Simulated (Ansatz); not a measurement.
## PtC (model cell, started as wurtzite): a soft mode frozen in

Wanted: the energy along a soft mode of PtC (model cell, started as wurtzite) and the structure at the end.

Program: Ansatz 0.2.0. Level of theory: DFT LDA, scalar-relativistic, plane waves, PAW. Results are calculated unless marked as measured.

Most raw output is cut from this account.

The structure was built from a prototype and need not be the compound's stable phase.

**1. The starting structure**

The structure is hexagonal, space group P6_3mc (No. 186). The conventional cell has a = 3.159 Å, b = 3.159 Å, c = 5.778 Å, α = 90.00°, β = 90.00°, γ = 120.00°. Pt has 4 C at 1.99 to 2.08 Å nearest. Nearest to C lie 4 Pt at 1.99 to 2.08 Å. Farther neighbours are not listed.

As a file:

```cif
data_structure
_symmetry_space_group_name_H-M 'P 1'
_symmetry_Int_Tables_number 1
_cell_length_a 3.1587
_cell_length_b 3.1587
_cell_length_c 5.7777
_cell_angle_alpha 90.000
_cell_angle_beta 90.000
_cell_angle_gamma 120.000
_cell_volume 49.92
loop_
_atom_site_label
_atom_site_type_symbol
_atom_site_fract_x
_atom_site_fract_y
_atom_site_fract_z
_atom_site_occupancy
Pt1 Pt 0.33333 0.66667 0.00739 1
Pt2 Pt 0.66667 0.33333 0.50739 1
C3 C 0.33333 0.66667 0.36761 1
C4 C 0.66667 0.33333 0.86761 1
```

**2. Response at finite wavevector**

The cell comes from relaxations at this level that are not shown. Stability and thermal properties need the whole zone. Linear response on a 2×2×2 q mesh gives force constants as far as a supercell of that size would.

input.yaml reads:

```yaml
crystal:
  lattice:
    - [3.1586945863, 0.0, 0.0]
    - [-1.5793472931, 2.7355097545, 0.0]
    - [0.0, 0.0, 5.7777226681]
  atoms:
    - { symbol: Pt, position: [0.3333333333, 0.6666666667, 0.0073871743] }
    - { symbol: Pt, position: [0.6666666667, 0.3333333333, 0.5073871743] }
    - { symbol: C, position: [0.3333333333, 0.6666666667, 0.3676128257] }
    - { symbol: C, position: [0.6666666667, 0.3333333333, 0.8676128257] }
kpoints:
  mp_grid: { grid: [16, 16, 8] }
hamiltonian:
  xc: lda
scf:
  occupations: { method: methfessel_paxton, width: 0.15 }
output:
  eigenvalues: true
phonons:
  method: dfpt
  qmesh: [2, 2, 2]
  temperatures: { t_max: 1000, t_step: 50 }
  qpath:
    path:
      - [[0.0, 0.0, 0.0], [0.5, 0.0, 0.0], [0.33333333, 0.33333333, 0.0], [0.0, 0.0, 0.0], [0.0, 0.0, 0.5], [0.5, 0.0, 0.5], [0.33333333, 0.33333333, 0.5], [0.0, 0.0, 0.5]]
      - [[0.5, 0.0, 0.5], [0.5, 0.0, 0.0]]
      - [[0.33333333, 0.33333333, 0.5], [0.33333333, 0.33333333, 0.0]]
    npoints: 10
```

On the command line:

```bash
$ ansatz run input.yaml --threads 4 --pin off --max-ram 7168MiB --backend cpu --events-out ev --progress --plain --runs-dir out
```

It took 13 min on 4 threads of Arm Neoverse N1, shared host; peak memory 1.9 GiB.

Numbers from this step:

```
volume per atom                                         : 12.48 Å³
gap on the k-mesh                                       : 0 eV
sum-rule residual before enforcement                    : 4.33e-5 eV/Å²
lowest frequency on the path                            : -82.05 cm⁻¹
point group                                             : 6mm
highest frequency on the path or at a solved wavevector : 645 cm⁻¹
highest optical mode at the zone centre (no LO-TO term) : 568.0 cm⁻¹
lowest optical zone-centre mode                         : 58.61 cm⁻¹
lowest mode on the q mesh (acoustic modes at Γ apart)   : -76.02 cm⁻¹
```

Frequencies (cm⁻¹) solved at each irreducible wavevector; negative means imaginary. Frequencies by wavevector, by row:

| q in reciprocal lattice units | star | mode 1 | mode 2 | mode 3 | mode 4 | mode 10 | mode 11 | mode 12 |
| --- | --- | --- | --- | --- | --- | --- | --- | --- |
| 0 0 0 | 1 | 0 | 0 | 0 | 58.6 | 563.4 | 568 | 568 |
| 0 0 -0.5 | 1 | 40.5 | 40.5 | 40.5 | 40.5 | 575.2 | 599.1 | 599.1 |
| 0 -0.5 0 | 3 | -76 | -40.5 | 65.2 | 74.3 | 547.4 | 621 | 645 |
| 0 -0.5 -0.5 | 3 | 50.7 | 50.7 | 71.5 | 71.5 | 555.5 | 629.2 | 629.2 |

Interpolated from a 2×2×2 q mesh, rough between the solved points. Phonon branches along the path, in cm⁻¹:

| point | branch 1 | branch 2 | branch 3 | branch 4 | branch 9 | branch 10 | branch 11 | branch 12 |
| --- | --- | --- | --- | --- | --- | --- | --- | --- |
| Γ | 0 | 0 | 0 | 59 | 563 | 563 | 568 | 568 |
| halfway | -57 | -12 | 47 | 66 | 551 | 558 | 598 | 610 |
| M | -76 | -40 | 65 | 74 | 540 | 547 | 621 | 645 |
| halfway | -78 | -49 | 84 | 85 | 556 | 567 | 613 | 630 |
| K | -67 | -67 | 91 | 96 | 580 | 589 | 602 | 602 |
| halfway | -71 | -18 | 67 | 68 | 558 | 563 | 603 | 608 |
| Γ | 0 | 0 | 0 | 59 | 563 | 563 | 568 | 568 |
| halfway | 22 | 22 | 54 | 54 | 569 | 572 | 572 | 590 |
| A | 40 | 40 | 40 | 40 | 575 | 575 | 599 | 599 |
| halfway | 58 | 58 | 61 | 61 | 566 | 566 | 607 | 607 |
| L | 51 | 51 | 72 | 72 | 556 | 556 | 629 | 629 |
| halfway | 44 | 44 | 84 | 84 | 569 | 569 | 618 | 618 |
| H | 38 | 38 | 92 | 92 | 590 | 590 | 597 | 597 |
| halfway | 59 | 59 | 66 | 66 | 572 | 572 | 606 | 606 |
| A | 40 | 40 | 40 | 40 | 575 | 575 | 599 | 599 |
| jump to L | 51 | 51 | 72 | 72 | 556 | 556 | 629 | 629 |
| halfway | -46 | 38 | 68 | 74 | 547 | 552 | 623 | 640 |
| M | -76 | -40 | 65 | 74 | 540 | 547 | 621 | 645 |
| jump to H | 38 | 38 | 92 | 92 | 590 | 590 | 597 | 597 |
| halfway | -40 | -40 | 91 | 95 | 584 | 591 | 600 | 600 |
| K | -67 | -67 | 91 | 96 | 580 | 589 | 602 | 602 |

Symmetry leaves 4 wavevectors to solve. The lowest mode among them, the acoustic zeros apart, lies at q = (0, -0.5, 0) and is imaginary, 76.0i cm⁻¹, so the energy falls along it. Between them the interpolated path dips to 82i cm⁻¹.

**3. The mode frozen in, largest atomic shift 0 Å**

The mode followed lies at q = (0, -0.5, 0) with frequency 40.5i cm⁻¹, one of the unstable modes though not the softest. At small amplitude the distorted cell has space group no. 31 by a symmetry search on the positions. The undistorted cell that holds it gives the zero of energy on the same k mesh.

System of this step: PtC (model cell, started as wurtzite). The structure is hexagonal, space group P6_3mc (No. 186). The conventional cell has a = 3.159 Å, b = 3.159 Å, c = 5.778 Å, α = 90.00°, β = 90.00°, γ = 120.00°. Nearest to Pt lie 4 C at 1.99 to 2.08 Å. Nearest to C lie 4 Pt at 1.99 to 2.08 Å. Farther neighbours are not listed.

input.yaml reads:

```yaml
crystal:
  lattice:
    - [3.1586945863, 0.0, 0.0]
    - [0.0, 5.471019509, 0.0]
    - [0.0, 0.0, 5.7777226681]
  atoms:
    - { symbol: Pt, position: [0.0, 0.3333333333, 0.0073871743] }
    - { symbol: Pt, position: [0.5, 0.8333333333, 0.0073871743] }
    - { symbol: Pt, position: [0.5, 0.1666666667, 0.5073871743] }
    - { symbol: Pt, position: [0.0, 0.6666666667, 0.5073871743] }
    - { symbol: C, position: [0.0, 0.3333333333, 0.3676128257] }
    - { symbol: C, position: [0.5, 0.8333333333, 0.3676128257] }
    - { symbol: C, position: [0.5, 0.1666666667, 0.8676128257] }
    - { symbol: C, position: [0.0, 0.6666666667, 0.8676128257] }
kpoints:
  mp_grid: { grid: [10, 6, 6] }
hamiltonian:
  xc: lda
scf:
  occupations: { method: methfessel_paxton, width: 0.15 }
output:
  forces: true
  stress: true
  eigenvalues: true
```

Elapsed: 18 s, on 4 threads; peak memory 0.59 GiB.

Numbers from this step:

| Quantity | Value |
| --- | --- |
| pressure | -0.05761 GPa |
| energy from the undistorted cell | 0 meV/atom |

The run ends at a pressure of -0.06 GPa, with forces up to 0.043 eV/Å.

**4. The mode frozen in, largest atomic shift 0.14 Å**

The atoms are moved along the unstable eigenvector, the largest shift by 0.14 Å, with the cell fixed.

input.yaml, the sections that differ from step 3:

```yaml
crystal:
  lattice:
    - [3.1586945863, 0.0, 0.0]
    - [0.0, 5.471019509, 0.0]
    - [0.0, 0.0, 5.7777226681]
  atoms:
    - { symbol: Pt, position: [0.0, 0.3170256974, -0.0074012991] }
    - { symbol: Pt, position: [0.5, 0.8496409692, 0.0221756477] }
    - { symbol: Pt, position: [0.5, 0.1829743026, 0.4925987009] }
    - { symbol: Pt, position: [0.0, 0.6503590308, 0.5221756477] }
    - { symbol: C, position: [0.0, 0.3393841037, 0.3440689651] }
    - { symbol: C, position: [0.5, 0.8272825629, 0.3911566863] }
    - { symbol: C, position: [0.5, 0.1606158963, 0.8440689651] }
    - { symbol: C, position: [0.0, 0.6727174371, 0.8911566863] }
# kpoints, hamiltonian, scf, output: as in step 3
```

The job ended after 18 s (4 threads; peak memory 0.6 GiB).

Numbers from this step:

```
pressure                         : -1.211 GPa
energy from the undistorted cell : -2.412 meV/atom
```

The energy, extrapolated to zero smearing, is -2.41 meV/atom against the undistorted cell.

The run ends at a pressure of -1.21 GPa, with forces up to 0.22 eV/Å.

**5. Energy along the mode, all amplitudes (two of the runs are shown above)**

An imaginary frequency means negative curvature, so the energy should fall and then rise again as anharmonic terms take over.

This step gave:

* depth at the lowest point sampled: 2.412 meV/atom
* largest atomic shift at that point: 0.14 Å

The energy from the parent by largest atomic shift:

| largest atomic shift (Å) | energy from the parent (meV/atom) |
| --- | --- |
| 0.0000 | 0 |
| 0.0400 | -0.647 |
| 0.0800 | -2.06 |
| 0.1400 | -2.41 |
| 0.2200 | 8.71 |

Displacement at unit largest shift by atom:

| atom | x (Å) | y (Å) | z (Å) | size |
| --- | --- | --- | --- | --- |
| Pt1 | 0.00 | -0.64 | -0.61 | 0.88 |
| Pt2 | 0.00 | 0.64 | 0.61 | 0.88 |
| Pt3 | 0.00 | 0.64 | -0.61 | 0.88 |
| Pt4 | 0.00 | -0.64 | 0.61 | 0.88 |
| C5 | 0.00 | 0.24 | -0.97 | 1.00 |
| C6 | 0.00 | -0.24 | 0.97 | 1.00 |
| C7 | 0.00 | -0.24 | -0.97 | 1.00 |
| C8 | 0.00 | 0.24 | 0.97 | 1.00 |

The lowest of the steps tried is at 0.14 Å, 2.41 meV/atom below the parent; the bottom of the well need not coincide with a step.

**6. Relaxing from the distorted cell**

Starting from the lowest point found, all atoms and the cell are let go, so that strain and other modes of the same symmetry can join in.

Changes to input.yaml since step 4:

```diff
@@ -24 +24,10 @@
   eigenvalues: true
+  write_density: true
+  write_potential: true
+  elf: true
+  volumetric_format: npy
+relax:
+  adjacent_minimum: "off"
+  f_tol: 0.002
+  max_steps: 120
+  cell: { stress_tol: 0.03 }
```

Run time: 3.3 min. Hardware: 4 threads; peak memory 0.66 GiB.

Step by step:

| step | energy less that of the first step (eV) | largest force component (eV/Å) | pressure (GPa) | volume (Å³) |
| --- | --- | --- | --- | --- |
| 1 | 0.0000 | 0.2163 | -1.21 | 99.85 |
| 2 | -0.0152 | 0.0722 | -0.02 | 99.43 |
| 3 | -0.0172 | 0.0449 | 0.10 | 99.34 |
| 4 | -0.0180 | 0.0160 | 0.05 | 99.30 |
| 5 | -0.0181 | 0.0094 | -0.03 | 99.29 |
| 6 | -0.0181 | 0.0009 | -0.01 | 99.29 |
| 7* | -0.0173 | 0.0010 | -0.01 | 99.29 |
| 8 | -0.0173 | 0.0003 | 0.00 | 99.28 |
| 9* | -0.0173 | 0.0003 | 0.00 | 99.28 |

Relaxation steps marked * repeat the geometry before them on a plane-wave basis chosen anew for their cell, so energy and pressure can jump there.

Forces are held to the 4 operations that the run works with; a distortion that breaks them can't arise in this run.

| conventional cell, symmetrised | before | after | change |
| --- | --- | --- | --- |
| a (Å) | 3.159 | 3.135 | -0.7 % |
| b (Å) | 5.471 | 5.524 | +1.0 % |
| c (Å) | 5.778 | 5.732 | -0.8 % |
| volume (Å³/atom) | 12.48 | 12.41 | -0.6 % |

The atoms that moved most (Å, as changes of fractional coordinates times the final cell):

| atom | dx | dy | dz | length |
| --- | --- | --- | --- | --- |
| Pt1 | 0.000 | 0.041 | -0.020 | 0.046 |
| Pt3 | 0.000 | -0.041 | -0.020 | 0.046 |
| Pt4 | 0.000 | -0.027 | 0.016 | 0.031 |
| Pt2 | 0.000 | 0.027 | 0.016 | 0.031 |
| C8 | 0.000 | 0.024 | 0.008 | 0.025 |
| C6 | 0.000 | -0.024 | 0.008 | 0.025 |

This step gave:

```yaml
pressure: 0.001860 GPa
volume_per_atom: 12.41 Å³
```

ELF in the bc plane at fractional x = 0.000, with atoms of Pt and C within 0.2 Å of it. It is the smooth field of the valence electrons, not physical close to the nuclei.

Ten even steps from '_' (0.02) to '@' (0.73), each cell a mean:
```
..::==%%@@@@##++@@%%==%%%%--..
__::--**####**==@@++..**%%==__
__..::--------==%%@@%%@@%%--__
____....::::::::++##%%%%++..__
__________....--==++++----..__
............::++##%%##++--::..
..::::::::----++%%@@@@%%==::..
..::--++####**++##@@@@%%++::..
__..==%%##**@@##++####**==::__
__..++%%==..%%@@==--==--::..__
____==%%%%**@@%%==::::....____
__..::**%%@@%%++::____________
..::::==++++==--..____........
::----++##%%##==----==--::::::
::::--##@@@@%%++**%%%%%%++--::
```
Columns run along b (5.5 Å), rows up along c (5.7 Å). Atoms in or near the plane, at fractional coordinates: Pt at (0.32, 0.99), Pt at (0.65, 0.52), C at (0.34, 0.34), C at (0.68, 0.89).

Valence density in the bc plane at fractional x = 0.000, with atoms of Pt and C within 0.2 Å of it. It is the smooth field of the valence electrons, not physical close to the nuclei.

Ten even steps from '_' (0 e/Å³) to '@' (11 e/Å³), each cell a mean:
```
______==%%@@++..__......______
______..--==::____......______
__________________....________
______________________________
__________________....________
________________::++++::______
______________..++@@@@==..____
______________..==%%%%==..____
________......__::----..______
________......________________
________......________________
______________________________
________....__________________
______::==++::________________
______==@@@@**..______________
```
Columns run along b (5.5 Å), rows up along c (5.7 Å). Atoms in or near the plane, at fractional coordinates: Pt at (0.32, 0.99), Pt at (0.65, 0.52), C at (0.34, 0.34), C at (0.68, 0.89).

Electrostatic potential energy in the bc plane at fractional x = 0.000, with atoms of Pt and C within 0.2 Å of it. With pseudopotentials it is smooth inside the atoms' cores, unlike the true potential.

Ten even steps from '0' (-65 eV) to '9' (21 eV), each cell a mean:
```
997300168425899
998633587203899
999887898646999
999999999889999
999999998668999
999999984225899
999999972002799
999988872003799
999853685336899
999720388788999
999842599999999
999987899999999
999876899999999
998522489999999
997200169888999
```
Columns run along b (5.5 Å; values clipped at the 3rd and 97th percentile), rows up along c (5.7 Å). Atoms in or near the plane, at fractional coordinates: Pt at (0.32, 0.99), Pt at (0.65, 0.52), C at (0.34, 0.34), C at (0.68, 0.89).

The distorted start has space group Pmn2_1; the relaxation ends in Pmn2_1.

**7. The new phase in its own primitive cell**

The relaxed structure is symmetrised, reduced to its primitive cell and relaxed tightly, as its phonons need.

input.yaml reads:

```yaml
crystal:
  lattice:
    - [3.1354770612, 0.0, 0.0]
    - [0.0, 5.5242482395, 0.0]
    - [0.0, 0.0, 5.7316339805]
  atoms:
    - { symbol: Pt, position: [0.0, 0.07448466, 0.9891749007] }
    - { symbol: Pt, position: [0.5, 0.6044520157, 0.0249152997] }
    - { symbol: Pt, position: [0.5, 0.92551534, 0.4891749007] }
    - { symbol: Pt, position: [0.0, 0.3955479843, 0.5249152997] }
    - { symbol: C, position: [0.0, 0.0890213681, 0.3433390383] }
    - { symbol: C, position: [0.5, 0.5729549109, 0.3925707613] }
    - { symbol: C, position: [0.5, 0.9109786319, 0.8433390383] }
    - { symbol: C, position: [0.0, 0.4270450891, 0.8925707613] }
kpoints:
  mp_grid: { grid: [10, 6, 6] }
hamiltonian:
  xc: lda
scf:
  occupations: { method: methfessel_paxton, width: 0.15 }
output:
  forces: true
  stress: true
  eigenvalues: true
relax:
  adjacent_minimum: "off"
  f_tol: 0.001
  max_steps: 60
  cell: { stress_tol: 0.01 }
```

The job ended after 47 s (4 threads; peak memory 0.64 GiB).

Little changed from the start: no atom moved by 0.005 Å and no cell edge by 0.1 %.

This step gave:

| Property | Result |
| --- | --- |
| pressure | 0.001870 GPa |

The largest force component left is 0.26 meV/Å and the pressure is 0.002 GPa, within the tolerances set. The cell now holds 12.41 Å³/atom.

**8. Modes of the new phase, k-mesh 10×6×6**

A relaxed structure may still be a saddle point, so its zone-centre modes are computed. No field response is asked, since the mesh shows no gap.

Changes to input.yaml since step 7:

```diff
@@ -21,9 +21,4 @@
 output:
-  forces: true
-  stress: true
   eigenvalues: true
-relax:
-  adjacent_minimum: "off"
-  f_tol: 0.001
-  max_steps: 60
-  cell: { stress_tol: 0.01 }
+phonons:
+  method: dfpt
```

It took 7.5 min on 4 threads; peak memory 1.9 GiB.

This step gave:

```yaml
sum_rule_residual_before_enforcement: 2.11e-5 eV/Å²
point_group: mm2
highest_optical_mode_at_the_zone_centre_no_lo_to_term: 642.4 cm⁻¹
lowest_optical_zone_centre_mode: -74.94 cm⁻¹
```

Patterns of degenerate modes are one choice out of their space. Modes at Γ, with each element's share of the kinetic energy (negative means imaginary):

| mode | frequency (cm⁻¹) | symmetry | Pt % | C % |
| --- | --- | --- | --- | --- |
| 1 | -74.9 | B2 | 87 | 13 |
| 2 | 0.0 | acoustic | 94 | 6 |
| 3 | 0.0 | acoustic | 94 | 6 |
| 4 | 0.0 | acoustic | 94 | 6 |
| 5 | 46.9 | A1 | 96 | 4 |
| 6 | 60.8 | A2 | 95 | 5 |
| 7 | 74.0 | A1 | 94 | 6 |
| 8 | 78.4 | B1 | 96 | 4 |
| 9 | 84.8 | A2 | 95 | 5 |
| 10 | 137.0 | A1 | 99 | 1 |
| 11 | 146.1 | B2 | 100 | 0 |
| 12 | 167.0 | B2 | 99 | 1 |
| 13 | 377.7 | B2 | 11 | 89 |
| 14 | 497.5 | A1 | 6 | 94 |
| 15 | 517.9 | B1 | 5 | 95 |
| 16 | 537.0 | A2 | 5 | 95 |
| 17 | 546.0 | B2 | 6 | 94 |
| 18 | 552.4 | B1 | 5 | 95 |
| 19 | 555.1 | A2 | 5 | 95 |
| 20 | 557.3 | A1 | 5 | 95 |
| 21 | 570.1 | B2 | 3 | 97 |
| 22 | 594.2 | A1 | 5 | 95 |
| 23 | 623.3 | A1 | 2 | 98 |
| 24 | 642.4 | B2 | 0 | 100 |

Displacements in mode 1 (-74.9 cm⁻¹), the largest set to 1:
```
Pt1  0.00 -0.51  0.58
Pt2  0.00  0.50 -0.38
Pt3  0.00 -0.51 -0.58
Pt4  0.00  0.50  0.38
C5   0.00  0.60  0.92
C6   0.00 -0.47 -1.00
C7   0.00  0.60 -0.92
C8   0.00 -0.47  1.00
```

Displacements in mode 24 (642.4 cm⁻¹), the largest set to 1:
```
Pt1  0.00 -0.01  0.01
Pt2  0.00 -0.01 -0.01
Pt3  0.00 -0.01 -0.01
Pt4  0.00 -0.01  0.01
C5   0.00 -0.60  0.31
C6   0.00  1.00 -0.41
C7   0.00 -0.60 -0.31
C8   0.00  1.00  0.41
```

Before it was imposed, the acoustic sum rule was missed by 2.1e-5 eV/Å². Small misses are needed for a sound result but don't prove that mesh and cutoff are converged. The lowest optical mode is imaginary, 74.9i cm⁻¹, so the energy falls along it.

**9. The phases reached**

The phases reached along the modes that were followed are set side by side.

Energies are those of the first relaxation, on the mesh of the frozen mode; space group, volume and gap are those of the last relaxation. Phases, by row:

| mode frozen in | space group | energy from parent (meV/atom) | volume (Å³/atom) | gap on mesh (eV) | lowest zone-centre optical mode (cm⁻¹) | largest shift (Å) |
| --- | --- | --- | --- | --- | --- | --- |
| parent | P6_3mc | 0 | 12.48 | 0 | – | – |
| q = (0, -0.5, 0), 76i cm⁻¹ | Pmc2_1 | -80.3 | 11.86 | 0 | 86.2 | 0.424 |
| q = (0, -0.5, 0), 40i cm⁻¹ | Pmn2_1 | -4.59 | 12.41 | 0 | -74.9 | 0.154 |

**10. Outcome**

| Quantity | Value |
| --- | --- |
| unstable mode of the parent | q = (0, -0.5, 0), 40i cm⁻¹ |
| depth at the lowest point sampled | 2.41 meV/atom |
| largest atomic shift at that point | 0.14 Å |
| space group reached (within 0.01 Å) | Pmn2_1 |
| energy gained over the parent (first relaxation, on the mesh of the frozen mode) | 4.59 meV/atom |
| volume per atom, phase reached | 12.4 Å³ |
| lowest optical zone-centre mode, phase reached | -74.9 cm⁻¹ |
| highest optical mode at the zone centre (no LO-TO term), phase reached | 642 cm⁻¹ |

What this shows: Along this mode the structure falls into Pmn2_1, 4.59 meV/atom below the parent. At the parent's cell the well is 2.412 meV/atom deep on the steps tried, with its lowest point at a shift of 0.14 Å. Relaxing atoms and cell changes the gain by +2.17 meV/atom against the lowest step (energies at zero smearing). The new phase still has an imaginary mode at the zone centre of its cell, so it is a saddle point on the way to a lower structure. Of the 2 patterns followed to their end from this parent, this one ends 75.7 meV/atom above the lowest, Pmc2_1. Each path keeps the symmetry of its pattern, so a lower phase may lie along a pattern not tried. The q mesh stands for a supercell only 6.3 Å across, so branches between the solved wavevectors are rough. With no gap, or one that is small against the smearing, the frequencies hang on the k mesh and the smearing, most of all near Kohn anomalies. Spin-orbit coupling is left out, which can matter for the heavy elements here. A phonon run warned that its eigensolver left some bands unconverged in a pass. The starting cell was built on a prototype and not taken from a measurement, so the phase need not exist.

[Logs are printed without paths, hosts, clocks, repeated set-up lines and the standing remarks that a program may print on its own settings, such as how far it seeks lower states.]

[Hosts, paths, dates, database ids (printed as entryN), source tags and the programs' standing remarks are cut or masked in the printed files.]
